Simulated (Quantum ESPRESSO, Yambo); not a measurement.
# BaTiO3 (P4mm): G0W0 with and without spin-orbit coupling, part 2 of 2

Aim: spinor G0W0 for BaTiO3 (P4mm) beside the scalar-relativistic result.

Quantum ESPRESSO 7.5 and Yambo 5.3.0; PBE and many-body steps on it, plane waves. Known limits of the many-body steps: not at the basis limit; no spin-orbit coupling in some runs; coarse k mesh.

So far. Step 4 (Scalar-relativistic): The gap on the mesh goes from 1.85 eV to 3.33 eV, a correction of +1.48 eV. Step 5 (Empty states on the mesh, 4×4×4 mesh, 258 bands): On this mesh the gap is 1.851 eV.

### Step 6. Conversion and set-up

This step: Yambo 5.3.0; conversion and set-up on PBE with spin-orbit coupling, plane waves, norm-conserving pseudopotentials.

On the command line:

```console
$ (cd o/x.save; p2y > p2y.log; mv SAVE ../..); yambo > setup.log
```

Log:

```text
 Yambo, version 5.3.0

 [02] CORE Variables Setup
 =========================

  [02.01] Unit cells
  ==================

  Cell kind             :  Unknown
  Atoms in the cell     :  Ba  Ti  O
  number of Ba atoms    :  1
  number of Ti atoms    :  1
  number of O  atoms    :  3

  List of atomic masses
  Mass of Ba    :  137.3300
  Mass of Ti    :  47.86700
  Mass of O     :  15.99900

  List of atomic coordinates    : [cc]
  Ba1       :  0.000000  0.000000  0.000000  order 1
  Ti1       :  3.770457  3.770457  3.968466  order 2
[...]
K/Q-points units:
 rlu = crystal or reduced units; cc = cartesian coordinates; iku = interal k-units

 Q [ 1]         [rlu]:  0.000000  0.000000  0.000000
 Q [ 2]         [rlu]:  0.000000  0.000000  0.250000
 Q [ 3]         [rlu]:  0.000000  0.000000 -0.500000
[...]
Q [ 8]         [rlu]:  0.000000 -0.500000  0.250000
 Q [ 9]         [rlu]:  0.000000 -0.500000 -0.500000
 Q [10]         [rlu]:  0.250000  0.250000  0.000000
     [... 6 further rows ...]
 Q [17]         [rlu]: -0.500000 -0.500000  0.250000
 Q [18]         [rlu]: -0.500000 -0.500000 -0.500000

  [03.01] X indexes
  =================

   [03.01.01] Sigma indexes
   ========================

 [06] Game Over & Game summary
```

Elapsed: 5.2 s, on 1 MPI rank of Arm Neoverse V1, shared host; peak memory 0.25 GiB.

### Step 7. With spin-orbit coupling

This step: G0W0 on PBE with spin-orbit coupling, plane waves, norm-conserving pseudopotentials.

gw4.in

```
HF_and_locXC
gw0
dyson
ppa
em1d
rim_cut
RandQpts= 1000000
RandGvec= 1 RL
EXXRLvcs= 76 Ry
VXCRLvcs= 304 Ry
Chimod= "HARTREE"
% BndsRnXp
 1 | 258 |
%
NGsBlkXp= 10 Ry
% LongDrXp
 1 | 1 | 1 |
%
% GbndRnge
 1 | 258 |
%
DysSolver= "n"
ExtendOut
PPAPntXp= 27.21138 eV
% QPkrange
 18 | 18 | 37 | 44 |
 1 | 1 | 37 | 44 |
%
```

On the command line:

```console
$ OMP_NUM_THREADS=2 mpirun -n 2 yambo -F gw4.in -J gw4 -C gw4 > gw4.log
```

Log:

```text
 Yambo, version 5.3.0

 [02] CORE Variables Setup
 =========================

  [... cell, symmetries and grids as in the set-up ...]

  [02.05] Energies & Occupations
  ==============================

  [X] === General ===
  [X] Electronic Temperature                        :  0.000000  0.000000 [eV K]
  [X] Bosonic    Temperature                        :  0.000000  0.000000 [eV K]
  [X] Finite Temperature mode                       : no
  [X] El. density                                   :  0.62439E+24 [cm-3]
  [X] Fermi Level                                   :  10.49783 [eV]

  [X] === Gaps and Widths ===
  [X] Conduction Band Min                           :  1.850735 [eV]
  [X] Valence Band Max                              :  0.000000 [eV]
  [X] Filled Bands                                  :   40
  [X] Empty Bands                                   :   41  258
  [X] Direct Gap                                    :  2.176909 [eV]
  [X] Direct Gap localized at k                     :  1
  [X] Indirect Gap                                  :  1.850735 [eV]
  [X] Indirect Gap between kpts                     :  18   1
  [X] Last valence band width                       :  0.966233 [eV]
  [X] 1st conduction band width                     :  2.395377 [eV]

 [03] Transferred momenta grid and indexing
 ==========================================

 IBZ Q-points                                      :  18
 BZ  Q-points                                      :   64

 K/Q-points units:
 rlu = crystal or reduced units; cc = cartesian coordinates; iku = interal k-units

 Q [ 1]         [rlu]:  0.000000  0.000000  0.000000
 Q [ 2]         [rlu]:  0.000000  0.000000  0.250000
 Q [ 3]         [rlu]:  0.000000  0.000000 -0.500000
[...]
[Hartree-Fock] El. density                        :  0.62439E+24 [cm-3]
  [Hartree-Fock] Fermi Level                        :  10.49783 [eV]

  [Hartree-Fock] === Gaps and Widths ===
  [Hartree-Fock] Conduction Band Min                :  1.925003 [eV]
  [Hartree-Fock] Valence Band Max                   : -0.036574 [eV]
  [Hartree-Fock] Filled Bands                       :   40
  [Hartree-Fock] Empty Bands                        :   41  258
  [Hartree-Fock] Direct Gap                         :  2.442518 [eV]
  [Hartree-Fock] Direct Gap localized at k          :  2
  [Hartree-Fock] Indirect Gap                       :  1.961577 [eV]
  [Hartree-Fock] Indirect Gap between kpts          :  17   2
  [Hartree-Fock] Last valence band width            :  4.916683 [eV]
  [Hartree-Fock] 1st conduction band width          :  11.04360 [eV]

 [08] Dyson equation: Newton solver
 ==================================

  [08.01] G0W0 (W PPA)
  ====================

  [  GW  ] Bands range     :    1  258
  [GW/PPA] G damping       :  0.100000 [eV]

  QP @ state[ 1 ] K range:  1  1
  QP @ state[ 1 ] b range:   37   44
  QP @ state[ 2 ] K range:  18  18
  QP @ state[ 2 ] b range:   37   44

   Sc/G bands                                       :    1  258
   Sc/G damping                                     :  0.100000 ev
   Sc bands terminator                              : no
   Sx RL components                                 :   4897

   QP @ state[ 1 ] K range                          :  1  1
   QP @ state[ 1 ] b range                          :   37   44
   QP @ state[ 2 ] K range                          :  18  18
   QP @ state[ 2 ] b range                          :   37   44
   GF energies kind                                 : Perdew, Burke & Ernzerhof(X)+Perdew, Burke & Ernzerhof(C)
   GF WF`s kind                                     : Perdew, Burke & Ernzerhof(X)+Perdew, Burke & Ernzerhof(C)
   Xs energies kind                                 : Perdew, Burke & Ernzerhof(X)+Perdew, Burke & Ernzerhof(C)
   Xs WF`s kind                                     : Perdew, Burke & Ernzerhof(X)+Perdew, Burke & Ernzerhof(C)

 [11] Game Over & Game summary
```

Elapsed: 24 min, on 2 MPI ranks; peak memory 2.8 GiB; 1.5 h of CPU time.

Numbers from this step:

```yaml
g0w0_gap_on_the_points_computed: 3.332 eV
starting_gap_on_the_mesh: 1.851 eV
k_of_the_valence_top: -0.5, -0.5, -0.5
k_of_the_conduction_bottom: 0, 0, 0
least_direct_g0w0_gap_on_the_computed_points: 3.670 eV
z_at_the_valence_top: 0.7641
z_at_the_conduction_bottom: 0.7786
```

Against G0W0 in Yambo (4×4×4 mesh, 129 bands, screening to 136.1 eV, Godby-Needs plasmon pole), the gap moves by −0.001 eV.

### Step 8. The runs together

Times are wall times on the hardware named with each run, good to a factor of about two.

```
                     run   mesh  bands  screening cutoff (eV)  DFT gap (eV)  gap on the mesh (eV)  direct (eV)     time
     scalar-relativistic  4×4×4    129                  136.1         1.851                 3.334        3.717  5.4 min
with spin-orbit coupling  4×4×4    258                  136.1         1.851                 3.332        3.670   24 min
```

### Step 9. Summary of results

```yaml
scalar_relativistic: 3.334 eV
with_spin_orbit_coupling: 3.332 eV
known_limits: not at the basis limit; no spin-orbit coupling in some runs; coarse k mesh
```

**Reading.** With spin-orbit coupling: −0.001 eV against scalar-relativistic. Bands and cutoff are finite, so the gap is not at the basis limit. The miss can reach some tenths of an eV and take either sign; the mesh is an error of its own. In the G0W0 runs levels were corrected at 2 k points alone, so a gap called «on the mesh» is the least over those, and an edge elsewhere would be missed. The 4×4×4 mesh is coarse for this cell, which bears on the long-range parts of exchange and screening.

[Paths, hosts, dates, memory and timing lines, banners, echoed tables and standing remarks are left out of the program output.]

[Logs are printed without paths, hosts, clocks, repeated set-up lines and the standing remarks that a program may print on its own settings, such as how far it seeks lower states.]

[Runs of the session that timed out or met a known fault of the program may be left out.]

[Hosts, paths, dates, database ids (printed as entryN), source tags and the programs' standing remarks are cut or masked in the printed files.]
